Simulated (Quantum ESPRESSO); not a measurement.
# Mn3GaC: parallel and opposed starts, part 2 of 3

A self-consistent run ends on one state, which hangs on the start. Several orders of Mn3GaC are started in Quantum ESPRESSO and their energies compared.

Quantum ESPRESSO 7.5; LDA; plane waves with GBRV 1.5 LDA potentials, no spin-orbit coupling.

So far: The structure; Run 1 (ferro +++).

### Step 3. Run 2, typed as ferri ++−

Input file pw.in:

```
&CONTROL
  calculation = 'scf'
  prefix = 'pwscf'
  outdir = './tmp'
  pseudo_dir = './pseudo'
  disk_io = 'nowf'
/
&SYSTEM
  ibrav = 0
  celldm(1) = 8
  nat = 5
  ntyp = 4
  ecutwfc = 40
  ecutrho = 280
  nbnd = 46
  occupations = 'smearing'
  smearing = 'fd'
  degauss = 0.00734986
  nspin = 2
  starting_magnetization(1) = 0.2333
  starting_magnetization(2) = -0.2333
  starting_magnetization(3) = 0
  starting_magnetization(4) = 0
/
&ELECTRONS
  conv_thr = 1d-08
  electron_maxstep = 150
  mixing_beta = 0.3
/
ATOMIC_SPECIES
Mn1    54.9380 mn_lda_v1.5.uspp.F.UPF
Mn2    54.9380 mn_lda_v1.5.uspp.F.UPF
Ga     69.7230 ga_lda_v1.4.uspp.F.UPF
C      12.0110 c_lda_v1.2.uspp.F.UPF
CELL_PARAMETERS alat
   0.9202966226928    0.0000000000000    0.0000000000000
   0.0000000000000    0.9202966226928    0.0000000000000
   0.0000000000000    0.0000000000000    0.9202966226928
ATOMIC_POSITIONS crystal
Mn1     0.0000000000    0.5000000000    0.5000000000
Mn1     0.5000000000    0.0000000000    0.5000000000
Mn2     0.5000000000    0.5000000000    0.0000000000
Ga      0.0000000000    0.0000000000    0.0000000000
C       0.5000000000    0.5000000000    0.5000000000
K_POINTS automatic
6 6 6 0 0 0
```

On the command line:

```
$ OMP_NUM_THREADS=1 mpirun -n 4 pw.x -nk 4 -in pw.in > pw.out
```

The log of the run:

```text
[banner, memory and clock lines left out]
Program PWSCF v.7.5 starts

     Message from routine setup:
     using ibrav=0 with symmetry is DISCOURAGED, use correct ibrav instead

     bravais-lattice index     =            0
     lattice parameter (alat)  =       8.0000  a.u.
     unit-cell volume          =     399.0740 (a.u.)^3
     number of atoms/cell      =            5
     number of atomic types    =            4
     number of electrons       =        68.00
     number of Kohn-Sham states=           46
     kinetic-energy cutoff     =      40.0000  Ry
     charge density cutoff     =     280.0000  Ry
     scf convergence threshold =      1.0E-08
     mixing beta               =       0.3000
     number of iterations used =            8  plain     mixing
     Exchange-correlation= SLA  PZ   NOGX NOGC
                           (   1   1   0   0   0   0   0)

     celldm(1)=   8.000000  celldm(2)=   0.000000  celldm(3)=   0.000000
     celldm(4)=   0.000000  celldm(5)=   0.000000  celldm(6)=   0.000000

     crystal axes: (cart. coord. in units of alat)
               a(1) = (   0.920297   0.000000   0.000000 )
               a(2) = (   0.000000   0.920297   0.000000 )
               a(3) = (   0.000000   0.000000   0.920297 )

     reciprocal axes: (cart. coord. in units 2 pi/alat)
               b(1) = (  1.086606  0.000000  0.000000 )
               b(2) = (  0.000000  1.086606  0.000000 )
               b(3) = (  0.000000  0.000000  1.086606 )

     PseudoPot. # 1 for Mn read from file:
     mn_lda_v1.5.uspp.F.UPF
     Pseudo is Ultrasoft + core correction, Zval = 15.0

     PseudoPot. # 2 for Mn read from file:
     mn_lda_v1.5.uspp.F.UPF
     Pseudo is Ultrasoft + core correction, Zval = 15.0

     PseudoPot. # 3 for Ga read from file:
     ga_lda_v1.4.uspp.F.UPF
     Pseudo is Ultrasoft + core correction, Zval = 19.0

     PseudoPot. # 4 for C  read from file:
     c_lda_v1.2.uspp.F.UPF
     Pseudo is Ultrasoft + core correction, Zval =  4.0

     atomic species   valence    mass     pseudopotential
     Mn1              15.00    54.93800     Mn( 1.00)
     Mn2              15.00    54.93800     Mn( 1.00)
     Ga               19.00    69.72300     Ga( 1.00)
     C                 4.00    12.01100     C ( 1.00)

     Starting magnetic structure
     atomic species   magnetization
     Mn1             0.233
     Mn2            -0.233
     Ga              0.000
     C               0.000

     16 Sym. Ops., with inversion, found

   Cartesian axes

     site n.     atom                  positions (alat units)
         1        Mn1    tau(   1) = (   0.0000000   0.4601483   0.4601483  )
         2        Mn1    tau(   2) = (   0.4601483   0.0000000   0.4601483  )
         3        Mn2    tau(   3) = (   0.4601483   0.4601483   0.0000000  )
         4        Ga     tau(   4) = (   0.0000000   0.0000000   0.0000000  )
         5        C      tau(   5) = (   0.4601483   0.4601483   0.4601483  )

     number of k points=    40  Fermi-Dirac smearing, width (Ry)=  0.0073
                       cart. coord. in units 2pi/alat
        k(    1) = (   0.0000000   0.0000000   0.0000000), wk =   0.0046296
        k(    2) = (   0.0000000   0.0000000   0.1811010), wk =   0.0092593
        k(    3) = (   0.0000000   0.0000000   0.3622021), wk =   0.0092593
        k(    4) = (   0.0000000   0.0000000  -0.5433031), wk =   0.0046296
        k(    5) = (   0.0000000   0.1811010   0.1811010), wk =   0.0370370
        [... 35 further k-points ...]

     Dense  grid:    31463 G-vectors     FFT dimensions: (  40,  40,  40)

     Smooth grid:    13613 G-vectors     FFT dimensions: (  30,  30,  30)

     Check: negative core charge=   -0.000054
     Generating pointlists ...
     new r_m :   0.1898 (alat units)  1.5185 (a.u.) for type    1
     new r_m :   0.1898 (alat units)  1.5185 (a.u.) for type    2
     new r_m :   0.2684 (alat units)  2.1475 (a.u.) for type    3
     new r_m :   0.1898 (alat units)  1.5185 (a.u.) for type    4

     Initial potential from superposition of free atoms

     starting charge      65.4998, renormalised to      68.0000
     Starting wfcs are   55 randomized atomic wfcs

     Self-consistent Calculation

     iteration #  1     ecut=    40.00 Ry     beta= 0.30
     Davidson diagonalization with overlap
     ethr =  1.00E-02,  avg # of iterations =  2.2

     total energy              =   -1058.03716650 Ry
     estimated scf accuracy    <       9.66121926 Ry

     total magnetization       =     1.59 Bohr mag/cell
     absolute magnetization    =     6.14 Bohr mag/cell

     iteration #  2     ecut=    40.00 Ry     beta= 0.30
     Davidson diagonalization with overlap
     ethr =  1.00E-02,  avg # of iterations =  2.1

     total energy              =   -1059.96536267 Ry
     estimated scf accuracy    <       0.50252193 Ry

     total magnetization       =     2.62 Bohr mag/cell
     absolute magnetization    =     7.67 Bohr mag/cell

     [... further iterations left out ...]

     iteration # 18     ecut=    40.00 Ry     beta= 0.30
     Davidson diagonalization with overlap
     ethr =  2.37E-10,  avg # of iterations =  1.8

     total energy              =   -1060.09121930 Ry
     estimated scf accuracy    <       0.00000007 Ry

     total magnetization       =     0.65 Bohr mag/cell
     absolute magnetization    =     5.15 Bohr mag/cell

     iteration # 19     ecut=    40.00 Ry     beta= 0.30
     Davidson diagonalization with overlap
     ethr =  1.09E-10,  avg # of iterations =  1.2

     Magnetic moment per site  (integrated on atomic sphere of radius R)
     atom   1 (R=0.190)  charge= 12.0034  magn=  1.2148
     atom   2 (R=0.190)  charge= 12.0034  magn=  1.2148
     atom   3 (R=0.190)  charge= 12.0051  magn= -1.8078
     atom   4 (R=0.268)  charge= 17.6435  magn= -0.0229
     atom   5 (R=0.190)  charge=  3.0601  magn= -0.0220

     End of self-consistent calculation

     [... lines left out ...]
     the Fermi energy is    15.3558 ev

!    total energy              =   -1060.09121931 Ry
     estimated scf accuracy    <          5.4E-09 Ry
     smearing contrib. (-TS)   =      -0.01243937 Ry
     internal energy E=F+TS    =   -1060.07877994 Ry

     The total energy is F=E-TS. E is the sum of the following terms:
     one-electron contribution =    -592.56751630 Ry
     hartree contribution      =     331.22587971 Ry
     xc contribution           =    -129.96054856 Ry
     ewald contribution        =    -668.77659479 Ry

     total magnetization       =     0.65 Bohr mag/cell
     absolute magnetization    =     5.15 Bohr mag/cell

     convergence has been achieved in  19 iterations
```

It took 31 s on 4 MPI ranks of Intel Xeon Platinum 8488C (Sapphire Rapids), shared host; peak memory 0.5 GiB.

Spin moment in the atom's sphere by atom:

| atom | spin moment in the atom's sphere (μB) |
| --- | --- |
| Mn1 | 1.21 |
| Mn2 | 1.21 |
| Mn3 | -1.81 |
| Ga4 | -0.02 |
| C5 | -0.02 |

Numbers from this step:

| Quantity | Value |
| --- | --- |
| smearing term TS | 0.1692 eV |
| magnetization | 0.653 μB |
| absolute magnetization | 5.148 μB |
| final state | ferrimagnetic |

Spin density in the ac plane at fractional y = 0.500, with atoms of Mn and C within 0.2 Å of it.

Ten even steps from '0' (-3.1 e/Å³) to '9' (2.2 e/Å³), each cell a mean:
```
55555422245555
55555544455555
55555555555555
66555555555566
66655555555666
97655555555668
98655555555668
98655555555668
76655555555667
66655555555566
55555555555555
55555555555555
55555432355555
55555300145555
```
Columns run along a (3.9 Å), rows up along c (3.9 Å). Atoms in or near the plane, at fractional coordinates: Mn at (0.00, 0.50), Mn at (0.50, 0.00), C at (0.50, 0.50).

Valence density in the ac plane at fractional y = 0.500, with atoms of Mn and C within 0.2 Å of it. It is the smooth field of the valence electrons, not physical close to the nuclei.

Values in e/Å³, 14 rows by 14 columns, each cell a mean:
```
 0  0  0  0  1  5 15 17 12  3  1  0  0  0
 0  0  0  0  1  2  6  8  5  1  0  0  0  0
 0  0  0  0  0  1  1  1  1  1  0  0  0  0
 1  1  0  0  0  1  1  1  1  0  0  0  0  1
 4  3  1  0  1  1  1  1  1  1  0  1  1  3
15 10  3  1  1  1  2  2  2  1  1  1  4 12
12 15  4  1  1  1  2  1  2  1  1  1  8 17
17 12  3  1  1  1  2  2  2  1  1  1  5 15
 8  4  1  1  1  1  1  1  1  1  1  1  2  5
 1  1  0  0  0  1  1  1  1  1  0  0  1  1
 0  0  0  0  0  1  1  1  1  0  0  0  0  0
 0  0  0  0  0  1  3  4  3  1  0  0  0  0
 0  0  0  0  1  4 12 15 10  3  1  0  0  0
 0  0  0  0  1  8 17 12 15  4  1  0  0  0
```
Columns run along a (3.9 Å), rows up along c (3.9 Å). Atoms in or near the plane, at fractional coordinates: Mn at (0.00, 0.50), Mn at (0.50, 0.00), C at (0.50, 0.50).

### Step 4. Run 3 (no spin polarisation)

Input file pw.in:

```
&CONTROL
  calculation = 'scf'
  prefix = 'pwscf'
  outdir = './tmp'
  pseudo_dir = './pseudo'
  disk_io = 'nowf'
/
&SYSTEM
  ibrav = 0
  celldm(1) = 8
  nat = 5
  ntyp = 3
  ecutwfc = 40
  ecutrho = 280
  nbnd = 44
  occupations = 'smearing'
  smearing = 'fd'
  degauss = 0.00734986
/
&ELECTRONS
  conv_thr = 1d-08
  electron_maxstep = 150
  mixing_beta = 0.3
/
ATOMIC_SPECIES
Mn     54.9380 mn_lda_v1.5.uspp.F.UPF
Ga     69.7230 ga_lda_v1.4.uspp.F.UPF
C      12.0110 c_lda_v1.2.uspp.F.UPF
CELL_PARAMETERS alat
   0.9202966226928    0.0000000000000    0.0000000000000
   0.0000000000000    0.9202966226928    0.0000000000000
   0.0000000000000    0.0000000000000    0.9202966226928
ATOMIC_POSITIONS crystal
Mn      0.0000000000    0.5000000000    0.5000000000
Mn      0.5000000000    0.0000000000    0.5000000000
Mn      0.5000000000    0.5000000000    0.0000000000
Ga      0.0000000000    0.0000000000    0.0000000000
C       0.5000000000    0.5000000000    0.5000000000
K_POINTS automatic
6 6 6 0 0 0
```

The log of the run:

```text
     [... lines left out ...]
Program PWSCF v.7.5 starts
     [... lines left out ...]
     number of atoms/cell      =            5
     [... lines left out ...]
     number of electrons       =        68.00
     number of Kohn-Sham states=           44
     kinetic-energy cutoff     =      40.0000  Ry
     charge density cutoff     =     280.0000  Ry
     scf convergence threshold =      1.0E-08
     [... lines left out ...]
     48 Sym. Ops., with inversion, found
     [... lines left out ...]
     number of k points=    20  Fermi-Dirac smearing, width (Ry)=  0.0073
     [... lines left out ...]
     iteration # 11     ecut=    40.00 Ry     beta= 0.30
     [... lines left out ...]
     the Fermi energy is    15.1961 ev
!    total energy              =   -1060.07222627 Ry
     estimated scf accuracy    <          8.8E-09 Ry
     smearing contrib. (-TS)   =      -0.02271768 Ry
     [... lines left out ...]
     convergence has been achieved in  11 iterations
```

It took 6.6 s on 4 MPI ranks; peak memory 0.39 GiB; 25 s of CPU time.

Numbers from this step:

| Item | Value |
| --- | --- |
| smearing term TS | 0.3091 eV |
| final state | non-magnetic (no spin polarisation) |

### Step 5. The states side by side

An order is kept where moments of 0.15 μB or more survive with the typed signs; meshes match where a doubled cell samples the same k points as the first cell.

Ferrimagnetic means that a moment over 0.15 μB on a transition or rare-earth metal, induced ones included, opposes the net moment. Orders:

| start | final state | typed order kept | energy over the lowest (meV a seeded atom) | largest site moment (μB) | net moment (μB a cell of the first run) | mesh matched | CPU time (s) |
| --- | --- | --- | --- | --- | --- | --- | --- |
| ferro +++ | ferromagnetic | yes | 0 | 1.413 | 4.656 | yes | 65.25 |
| ferri ++- | ferrimagnetic | yes | 37.79 | 1.808 | 0.6531 | yes | 124.9 |
| no spin polarisation | non-magnetic | - | 123.9 | 0 | 0 | yes | 25.48 |

### Step 6. The lowest state again, with its states saved

Changes to pw.in since step 4:

```diff
@@ -5,3 +5,3 @@
   pseudo_dir = './pseudo'
-  disk_io = 'nowf'
+  disk_io = 'low'
 /
@@ -14,3 +14,3 @@
   ecutrho = 280
-  nbnd = 44
+  nbnd = 54
   occupations = 'smearing'
@@ -18,2 +18,6 @@
   degauss = 0.00734986
+  nspin = 2
+  starting_magnetization(1) = 0.2333
+  starting_magnetization(2) = 0
+  starting_magnetization(3) = 0
 /
```

The log of the run:

```text
     [... lines left out ...]
Program PWSCF v.7.5 starts
     [... lines left out ...]
     number of atoms/cell      =            5
     [... lines left out ...]
     number of electrons       =        68.00
     number of Kohn-Sham states=           54
     kinetic-energy cutoff     =      40.0000  Ry
     charge density cutoff     =     280.0000  Ry
     scf convergence threshold =      1.0E-08
     [... lines left out ...]
     48 Sym. Ops., with inversion, found
     [... lines left out ...]
     number of k points=    20  Fermi-Dirac smearing, width (Ry)=  0.0073
     [... lines left out ...]
     iteration # 14     ecut=    40.00 Ry     beta= 0.30
     [... lines left out ...]
     Magnetic moment per site  (integrated on atomic sphere of radius R)
     atom   1 (R=0.190)  charge= 12.0092  magn=  1.4128
     atom   2 (R=0.190)  charge= 12.0092  magn=  1.4128
     atom   3 (R=0.190)  charge= 12.0092  magn=  1.4128
     atom   4 (R=0.268)  charge= 17.6330  magn= -0.0764
     atom   5 (R=0.190)  charge=  3.0552  magn= -0.1178
     [... lines left out ...]
     the Fermi energy is    15.3651 ev
!    total energy              =   -1060.09955219 Ry
     estimated scf accuracy    <          5.9E-09 Ry
     smearing contrib. (-TS)   =      -0.01288602 Ry
     [... lines left out ...]
     total magnetization       =     4.66 Bohr mag/cell
     absolute magnetization    =     5.16 Bohr mag/cell
     convergence has been achieved in  14 iterations
```

It took 16 s on 4 MPI ranks; peak memory 0.45 GiB.

This step gave:

```yaml
smearing_term_ts: 0.1753 eV
magnetization: 4.656 μB
absolute_magnetization: 5.155 μB
final_state: ferromagnetic
largest_moment: 1.413 μB
```

[end of part 2 of 3]

[Logs and program files are shortened in this print: banners, set-up blocks, solver, clock and traceback lines can be left out without a mark of their own.]

[Logs are printed without paths, hosts, clocks, repeated set-up lines and the standing remarks that a program may print on its own settings, such as how far it seeks lower states.]

[Hosts, paths, dates, database ids (printed as entryN), source tags and the programs' standing remarks are cut or masked in the printed files.]

[Where a cell is said to come from a database of computed structures, the database is the Materials Project.]
